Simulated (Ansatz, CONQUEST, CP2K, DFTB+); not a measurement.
# Amorphous polypropylene (as short chains C8H18) at 300 K (78 atoms) in DFTB+

Aim: run amorphous polypropylene (as short chains C8H18) at 300 K (78 atoms) in DFTB+ and see how near its forces come to a plane-wave reference, and at what cost.

Method: the method is named at each step, in DFTB+ 25.1.

## Step 1: The starting structure

The cell holds 78 atoms: 24 C and 54 H. Cell: a = 8.864 Å, b = 8.864 Å, c = 8.864 Å, α = 90.0°, β = 90.0°, γ = 90.0°. 3 polypropylene chains of 2 units with methyl end groups placed at random, at 0.817 g/cm³; overlaps pushed apart, then 20 ps at 800 K with MMFF94 bonds, angles, torsions, charges and radii (Halgren, J. Comput. Chem. 17, 490 (1996)) in harmonic and 12-6 forms. Snapshot after 30 ps at 300 K and fixed volume. Then every atom was moved at random, 0.05 Å r.m.s. a Cartesian component (hydrogen 0.6 of that).

As a file:

```xyz
78
Lattice="8.8643 0.0000 0.0000 0.0000 8.8643 0.0000 0.0000 0.0000 8.8643" Properties=species:S:1:pos:R:3 pbc="T T T"
C     2.9781    3.0216    2.7026
C     2.7647    3.8339    4.0216
C     2.9820    3.0095    5.1891
C     2.6913    3.8677    6.4324
C     1.9960    1.8215    5.2816
C     2.1859    0.9056    6.5781
C     1.2874    8.5827    6.4447
C     3.5878    0.4864    6.6269
H     2.5233    2.0870    2.5571
H     2.6027    3.6222    1.8143
H     4.1000    2.7440    2.7501
H     1.7084    4.0736    3.8211
H     3.3429    4.7470    3.9428
H     4.0985    2.7694    5.1857
H     2.9770    3.3636    7.4329
H     3.1041    4.8050    6.2895
H     1.6420    3.9059    6.3555
H     2.2616    1.1527    4.4444
H     1.0606    1.9767    5.1734
H     2.0466    1.5263    7.3882
H     1.5252    7.7004    5.7648
H     0.2630    0.2267    6.1685
H     0.9522    8.1069    7.3567
H     3.8774    0.0204    5.6954
H     4.2876    1.2005    6.9078
H     3.7875    8.5221    7.4055
C     7.8185    3.1382    2.5870
C     8.5051    3.7797    1.4738
C     7.5363    3.7185    0.3394
C     7.8685    2.2504    8.4694
C     7.9275    4.7243    8.1786
C     7.3385    4.6866    6.7533
C     5.7501    5.0760    6.7863
C     8.1967    5.5891    5.7686
H     7.7402    2.0413    2.4129
H     6.8064    3.3689    2.8204
H     8.3771    3.3902    3.5716
H     8.3538    4.9414    1.7742
H     0.6520    3.6725    1.4196
H     6.3995    3.7571    0.4784
H     8.7804    2.3010    7.9009
H     7.1041    1.9583    7.7207
H     7.6742    1.4861    0.3345
H     7.6394    5.7632    8.5659
H     0.0751    4.6820    8.2397
H     7.4810    3.6938    6.3554
H     5.5607    5.1091    5.6736
H     5.2812    4.4238    7.2812
H     5.6590    6.0078    7.1473
H     0.4113    5.6210    6.0788
H     8.1597    5.4188    4.7474
H     7.7182    6.7232    5.8071
C     0.6584    7.7697    2.3837
C     1.9215    7.0073    2.5316
C     2.8849    7.0541    1.3077
C     2.2696    6.1589    0.3268
C     4.3035    6.6835    1.6720
C     5.1688    7.6838    2.3694
C     6.2899    7.0184    3.1095
C     5.7783    8.5436    1.4388
H     0.1656    7.8935    3.2543
H     8.8571    7.1795    1.6791
H     0.5923    8.6994    1.9519
H     1.8574    6.1650    2.9960
H     2.4329    7.7682    3.2809
H     2.9273    8.0789    1.0024
H     3.0395    6.0714    8.2814
H     1.4550    6.5564    8.6198
H     2.0823    5.2135    0.6249
H     4.8771    6.2859    0.8500
H     4.1451    5.7782    2.3464
H     4.6675    8.2176    3.1881
H     6.7598    6.3392    2.3442
H     7.0279    7.6451    3.4358
H     5.8323    6.4517    3.8581
H     6.5000    8.0455    0.6978
H     4.9674    0.1727    0.7719
H     6.3160    0.4643    1.8642
```

The yardstick, on the same geometry:

```
method                                           : Kohn-Sham DFT, PBE, PAW, plane waves (Ansatz 0.2.0); cutoff 420 eV, Γ point, fermi-dirac smearing of 0.05 eV; PAW set soft_2
r.m.s. force component                           : 2.043 eV/Å
longest force                                    : 9.825 eV/Å
pressure                                         : 5.717 GPa
gap (highest filled to lowest empty level) : 5.561 eV
SCF cycles                                       : 8
time                                             : 1.7 s on 4 threads of Intel Xeon 6975P-C (Granite Rapids), shared host
CPU time                                         : 5.7 s
```

## Step 2: GFN1-xTB

Method: GFN1-xTB tight binding, diagonalisation.

The input, dftb_in.hsd:

```
Geometry = GenFormat {
  <<< geo.gen
}
Driver = {}
Hamiltonian = xTB {
  Method = "GFN1-xTB"
  SccTolerance = 1e-06
  MaxSccIterations = 300
  Mixer = Broyden { MixingParameter = 0.2 }
  Filling = Fermi { Temperature [K] = 580 }
  KPointsAndWeights = { 0.0 0.0 0.0 1.0 }
}
Analysis {
  PrintForces = Yes
  MullikenAnalysis = Yes
}
ParserOptions { ParserVersion = 14 }
```

The input, geo.gen:

```
78 F
C H
1 1 0.33597 0.34087 0.30488
2 1 0.31189 0.43251 0.45368
3 1 0.33640 0.33951 0.58539
4 1 0.30361 0.43632 0.72565
5 1 0.22517 0.20549 0.59583
6 1 0.24660 0.10216 0.74209
7 1 0.14523 0.96823 0.72704
8 1 0.40475 0.05487 0.74759
9 2 0.28466 0.23544 0.28847
10 2 0.29361 0.40863 0.20468
11 2 0.46253 0.30955 0.31024
12 2 0.19273 0.45955 0.43106
13 2 0.37712 0.53552 0.44479
14 2 0.46236 0.31242 0.58501
15 2 0.33584 0.37945 0.83852
16 2 0.35018 0.54206 0.70953
17 2 0.18524 0.44063 0.71697
18 2 0.25513 0.13004 0.50138
19 2 0.11965 0.22300 0.58362
20 2 0.23088 0.17219 0.83348
21 2 0.17206 0.86870 0.65034
22 2 0.02967 0.02557 0.69588
23 2 0.10742 0.91455 0.82992
24 2 0.43742 0.00230 0.64251
25 2 0.48369 0.13543 0.77928
26 2 0.42727 0.96139 0.83543
27 1 0.88202 0.35403 0.29184
28 1 0.95948 0.42640 0.16626
29 1 0.85018 0.41949 0.03829
30 1 0.88766 0.25387 0.95545
31 1 0.89431 0.53296 0.92264
32 1 0.82787 0.52870 0.76185
33 1 0.64868 0.57263 0.76558
34 1 0.92468 0.63052 0.65077
35 2 0.87319 0.23028 0.27220
36 2 0.76784 0.38005 0.31818
37 2 0.94504 0.38246 0.40292
38 2 0.94241 0.55745 0.20015
39 2 0.07355 0.41430 0.16015
40 2 0.72194 0.42385 0.05397
41 2 0.99053 0.25958 0.89132
42 2 0.80143 0.22092 0.87099
43 2 0.86574 0.16765 0.03774
44 2 0.86181 0.65016 0.96634
45 2 0.00847 0.52818 0.92954
46 2 0.84394 0.41670 0.71696
47 2 0.62731 0.57637 0.64005
48 2 0.59578 0.49906 0.82141
49 2 0.63840 0.67775 0.80630
50 2 0.04640 0.63411 0.68576
51 2 0.92051 0.61130 0.53556
52 2 0.87070 0.75846 0.65511
53 1 0.07428 0.87651 0.26891
54 1 0.21677 0.79051 0.28560
55 1 0.32545 0.79579 0.14752
56 1 0.25604 0.69480 0.03687
[... 22 atom lines left out ...]
0.0 0.0 0.0
8.86432 0.00000 0.00000
0.00000 8.86432 0.00000
0.00000 0.00000 8.86432
```

On the command line:

```sh
$ OMP_NUM_THREADS=1 dftb+ > output.txt
```

Log:

```text
Reading input file 'dftb_in.hsd'
Parser version: 14
--------------------------------------------------------------------------------
Processed input in HSD format written to 'dftb_pin.hsd'
Starting initialization...
--------------------------------------------------------------------------------
WARNING!
-> Dipole printed for extended system : value printed is not well defined
Mode:                        Static calculation
Self consistent charges:     Yes
SCC-tolerance:                 0.100000E-05
Max. scc iterations:                    300
Shell resolved Hubbard:      Yes
Spin polarisation:           No
Nr. of up electrons:            75.000000
Nr. of down electrons:          75.000000
Periodic boundaries:         Yes
Electronic solver:           Relatively robust
Mixer:                       Broyden mixer
Mixing parameter:                  0.200000
Nr. of chrg. vec. in memory:            300
Max. SCC-cycles:                        300
tblite library version:      0.3.0
-> parametrization:          GFN1-xTB
-> repulsion:                Yes
-> dispersion:               Yes
-> halogen bonding:          Yes
-> electrostatics:           Yes
   -> isotropic:             Yes
   -> anisotropic:           No
   -> third-order:           Yes
Electronic temperature:              0.183675E-02 H      0.499806E-01 eV
Initial charges:             Set automatically (system chrg:   0.000E+00)
Included shells:             C:  s, p
                             H:  s, s2
K-points and weights:           1:  0.000000  0.000000  0.000000     1.000000
K-points in absolute space:     1:  0.000000  0.000000  0.000000
Extra options:
                             Mulliken analysis
                             Force calculation
Force type                   original
--------------------------------------------------------------------------------
***  Geometry step: 0
 iSCC Total electronic   Diff electronic      SCC error
    1   -0.80938214E+02    0.00000000E+00    0.11407092E+01
    2   -0.80939626E+02   -0.80938214E+02    0.89929220E+00
    3   -0.80939677E+02   -0.14120384E-02    0.40553916E-01
    4   -0.80940218E+02   -0.51081944E-04    0.15923558E-01
    5   -0.80940275E+02   -0.54121526E-03    0.28511924E-02
    6   -0.80940280E+02   -0.56237705E-04    0.48811609E-03
    7   -0.80940280E+02   -0.53355241E-05    0.15864961E-03
    8   -0.80940280E+02   -0.10661475E-06    0.78545391E-04
    9   -0.80940280E+02   -0.12458727E-07    0.11901518E-04
   10   -0.80940280E+02   -0.25084006E-08    0.27329697E-05
   11   -0.80940280E+02   -0.49993787E-10    0.13261968E-05
>> Charges saved for restart in charges.bin
   12   -0.80940280E+02   -0.26147973E-11    0.68063742E-06
Total Energy:                      -79.7192989863 H        -2169.2725 eV
Extrapolated to 0K:                -79.7192989863 H        -2169.2725 eV
Total Mermin free energy:          -79.7192989863 H        -2169.2725 eV
Force related energy:              -79.7192989863 H        -2169.2725 eV
Volume:                              0.470038E+04 au^3   0.696524E+03 A^3
Pressure:                            0.137725E-03 au     0.405201E+10 Pa
```

detailed.out:

```text
Fermi distribution function
Calculation with static geometry
********************************************************************************
 iSCC Total electronic   Diff electronic      SCC error
   12   -0.80940280E+02   -0.26147973E-11    0.68063742E-06
********************************************************************************
 Total charge:    -0.00000000
 Atomic gross charges (e)
 Atom           Charge
    1      -0.08894916
    2      -0.04777946
    3       0.01186769
    4      -0.10612553
    5      -0.08603564
    6       0.00433833
    7      -0.08504304
    8      -0.09081281
    9       0.03260186
   10       0.02491100
   11       0.01786979
   12       0.02459283
[...]
74       0.03984836
   75       0.03231759
   76       0.01786517
   77       0.01390110
   78       0.03138758
Fermi level:                        -0.3086283293 H           -8.3982 eV
Band energy:                       -82.3066354991 H        -2239.6775 eV
TS:                                  0.0000000000 H            0.0000 eV
Band free energy (E-TS):           -82.3066354991 H        -2239.6775 eV
Extrapolated E(0K):                -82.3066354991 H        -2239.6775 eV
Input / Output electrons (q):    150.0000000000    150.0000000000
Energy H0:                         -80.9425315279 H        -2202.5583 eV
Energy SCC:                          0.0022515132 H            0.0613 eV
Total Electronic energy:           -80.9402800147 H        -2202.4971 eV
Repulsive energy:                    1.3123161051 H           35.7099 eV
Halogen correction energy:           0.0000000000 H            0.0000 eV
Total energy:                      -79.7192989863 H        -2169.2725 eV
Extrapolated to 0:                 -79.7192989863 H        -2169.2725 eV
Total Mermin free energy:          -79.7192989863 H        -2169.2725 eV
Force related energy:              -79.7192989863 H        -2169.2725 eV
Non-constrained calculation
SCC converged
Total Forces
    1      0.054679648766      0.024876285460     -0.007302420599
    2     -0.043240710884     -0.003018425268     -0.078556422007
    3      0.025413755810     -0.015461664453      0.054096459784
    4      0.005278614716     -0.050646593710      0.021179971680
    5      0.147524284696     -0.060919181735      0.009796269712
    6      0.010841436593      0.005309587336     -0.057614648251
    7     -0.071727649675     -0.002106105167     -0.012443084126
    8      0.030703959324     -0.070954210967      0.020536022856
    9     -0.022058754501     -0.023502737208      0.011388032749
   10      0.025027075262     -0.009039548985      0.019238372376
   11     -0.026412868732      0.014463190866     -0.019538680458
[...]
74      0.029002124976      0.034497031857      0.020848973864
   75     -0.003313362076     -0.021132531086      0.028943001561
   76     -0.019626252224      0.005535697284      0.019836054976
   77      0.023165995073     -0.010219988680      0.014768172670
   78      0.017726039478      0.026780901157      0.017843362581
Total stress tensor
      0.000112406746      0.000067449878     -0.000023233109
      0.000067449878      0.000178865021     -0.000089536497
     -0.000023233109     -0.000089536497      0.000121903261
Total lattice derivs
     -0.031541395112     -0.018926473088      0.006519223306
     -0.018926473088     -0.050189623686      0.025123990694
      0.006519223306      0.025123990694     -0.034206122569
Maximal derivative component:        0.163695E+00 au
Volume:                              0.470038E+04 au^3
Pressure:                            0.137725E-03 au     0.405201E+10 Pa
Warning: dipole moment is not defined absolutely!
Dipole moment:   -1.71804986   -0.87172854   -0.46662959 au
Dipole moment:   -4.36684751   -2.21571311   -1.18605421 Debye
```

Wall time 0.86 s (1 thread of Intel Xeon 6975P-C (Granite Rapids), shared host); peak memory 0.09 GiB.

Banners, paths, timers and routine set-up lines are dropped from the logs unmarked, and long logs keep their key lines alone; longer cuts are marked.

Numbers from this run, and their distance from the reference:

| Item | Value |
| --- | --- |
| r.m.s. force component | 2.019 eV/Å |
| r.m.s. difference of force components | 248.9 meV/Å |
| longest difference of force vectors | 1197 meV/Å |
| force difference over r.m.s. force | 12.18 % |
| slope of forces against the reference's | 0.9811 |
| correlation of force components | 0.9926 |
| gap (highest filled to lowest empty level) | 7.334 eV |
| gap difference | 1.773 eV |
| pressure | 4.052 GPa |
| pressure difference | -1.665 GPa |

Length of the force difference by element (eV/Å):

| element | atoms | mean | most |
| --- | --- | --- | --- |
| C | 24 | 0.66 | 1.2 |
| H | 54 | 0.22 | 0.40 |

Levels nearest the highest filled one (eV from it): -0.79, -0.77, -0.63, -0.54, -0.50, -0.46, -0.43, -0.32, -0.24, -0.18, -0.07, 0.00, 7.33, 7.44, 7.50, 7.60, 7.70, 7.90, 7.96, 8.30, 8.39, 8.49, 8.54, 8.63.

Local excerpt of 11 atoms (numbers count through the whole input) about C33, which bears the longest force; x, y, z are measured from there.

| atom | x | y | z | distance (Å) | bonds | Mulliken charge (e) | Fx | Fy | Fz (eV/Å) |
| --- | --- | --- | --- | --- | --- | --- | --- | --- | --- |
| C33 | 0.00 | 0.00 | 0.00 | 0.00 | 4 | -0.12 | 6.86 | 1.61 | -6.84 |
| H48 | -0.47 | -0.65 | 0.49 | 0.94 | 1 | 0.05 | -3.83 | -5.21 | 3.64 |
| H49 | -0.09 | 0.93 | 0.36 | 1.00 | 1 | 0.04 | -0.37 | 3.37 | 1.40 |
| H47 | -0.19 | 0.03 | -1.11 | 1.13 | 1 | 0.03 | -0.55 | -0.20 | 1.18 |
| C32 | 1.59 | -0.39 | -0.03 | 1.64 | 4 | 0.00 | -0.27 | 0.73 | -0.30 |
| H46 | 1.73 | -1.38 | -0.43 | 2.26 | 1 | 0.02 | -0.39 | -0.67 | -0.18 |
| C31 | 2.18 | -0.35 | 1.39 | 2.61 | 4 | -0.07 | -2.95 | 3.12 | -0.23 |
| H44 | 1.89 | 0.69 | 1.78 | 2.68 | 1 | 0.01 | 0.35 | -0.98 | -0.17 |
| C34 | 2.45 | 0.51 | -1.02 | 2.70 | 4 | -0.09 | -1.23 | 3.35 | 3.04 |
| H16 | -2.65 | -0.27 | -0.50 | 2.71 | 1 | 0.04 | 0.88 | 1.87 | 0.20 |
| H52 | 1.97 | 1.65 | -0.98 | 2.75 | 1 | 0.01 | 1.46 | -2.47 | 0.31 |

Forces lie 12 % from the reference's, at 0.15 times its CPU time (on 1 against 4 cores).

The difference per atom is largest on C (0.66 eV/Å on average, against 0.22 on H).

## Step 3: GFN2-xTB

Method: GFN2-xTB tight binding, diagonalisation.

dftb_in.hsd: that of step 2 with these lines changed.

```diff
@@ -5,3 +5,3 @@
 Hamiltonian = xTB {
-  Method = "GFN1-xTB"
+  Method = "GFN2-xTB"
   SccTolerance = 1e-06
```

geo.gen is that of step 2.

On the command line:

```sh
$ OMP_NUM_THREADS=1 dftb+ > output.txt
```

Log:

```text
Reading input file 'dftb_in.hsd'
Parser version: 14
--------------------------------------------------------------------------------
Processed input in HSD format written to 'dftb_pin.hsd'
Starting initialization...
--------------------------------------------------------------------------------
WARNING!
-> Dipole printed for extended system : value printed is not well defined
[... lines left out ...]
Force type                   original
--------------------------------------------------------------------------------
***  Geometry step: 0
 iSCC Total electronic   Diff electronic      SCC error
    1   -0.79997558E+02    0.00000000E+00    0.36101725E+00
    2   -0.80018012E+02   -0.79997558E+02    0.26990462E+00
    3   -0.79969717E+02   -0.20453987E-01    0.84101532E-01
[...]
15   -0.79944633E+02    0.29974356E-06    0.11836483E-05
>> Charges saved for restart in charges.bin
   16   -0.79944633E+02   -0.12750549E-06    0.31159220E-06
Total Energy:                      -78.6958049208 H        -2141.4218 eV
Extrapolated to 0K:                -78.6958049208 H        -2141.4218 eV
Total Mermin free energy:          -78.6958049208 H        -2141.4218 eV
Force related energy:              -78.6958049208 H        -2141.4218 eV
Volume:                              0.470038E+04 au^3   0.696524E+03 A^3
Pressure:                            0.117904E-03 au     0.346885E+10 Pa
```

detailed.out:

```text
Fermi distribution function
Calculation with static geometry
********************************************************************************
 iSCC Total electronic   Diff electronic      SCC error
   16   -0.79944633E+02   -0.12750549E-06    0.31159220E-06
********************************************************************************
 Total charge:    -0.00000000
 Atomic gross charges (e)
[... lines left out ...]
Fermi level:                        -0.2355767779 H           -6.4104 eV
[... lines left out ...]
Band free energy (E-TS):           -77.4423482602 H        -2107.3135 eV
[... lines left out ...]
Total energy:                      -78.6958049208 H        -2141.4218 eV
[... lines left out ...]
Total Mermin free energy:          -78.6958049208 H        -2141.4218 eV
[... lines left out ...]
SCC converged
Total Forces
[... lines left out ...]
    2     -0.042192458195     -0.005483757099     -0.077357206397
[...]
77      0.023600027931     -0.009447563458      0.013759617715
   78      0.015949162736      0.025024126595      0.015848790175
Total stress tensor
      0.000090242682      0.000064087169     -0.000021393126
      0.000064087169      0.000158753430     -0.000090239601
     -0.000021393126     -0.000090239601      0.000104715308
Total lattice derivs
     -0.025322146388     -0.017982895138      0.006002922934
     -0.017982895138     -0.044546300288      0.025321282027
      0.006002922934      0.025321282027     -0.029383173212
Maximal derivative component:        0.158524E+00 au
Volume:                              0.470038E+04 au^3
Pressure:                            0.117904E-03 au     0.346885E+10 Pa
Warning: dipole moment is not defined absolutely!
Dipole moment:   -2.49522107   -0.88308579   -0.24941913 au
Dipole moment:   -6.34221985   -2.24458037   -0.63396023 Debye
```

Run time: 2.4 s. Hardware: 1 thread; peak memory 0.09 GiB.

Numbers from this run, and their distance from the reference:

```
r.m.s. force component                           : 1.936 eV/Å
r.m.s. difference of force components            : 266.8 meV/Å
longest difference of force vectors              : 1142 meV/Å
force difference over r.m.s. force               : 13.06 %
slope of forces against the reference's          : 0.9404
correlation of force components                  : 0.9925
gap (highest filled to lowest empty level) : 9.607 eV
gap difference                                   : 4.045 eV
pressure                                         : 3.469 GPa
pressure difference                              : -2.248 GPa
```

Against the first run (12 %), the force difference from the reference is 13 %, at 2.8 times the CPU time.

(Part 1 of 2 ends here.)

[Also dropped from logs without a mark: logging warnings of Python, and SIESTA's first energy breakdown and zero terms.]

[Logs are printed without paths, hosts, clocks, repeated set-up lines and the standing remarks that a program may print on its own settings, such as how far it seeks lower states.]

[Hosts, paths, dates, database ids (printed as entryN), source tags and the programs' standing remarks are cut or masked in the printed files.]

[The MMFF94 radii named for the starting cell were scaled by 0.96; in molecules described by MMFF94, hydrogen bound to N, O or S took a small fixed 12-6 site in their place.]
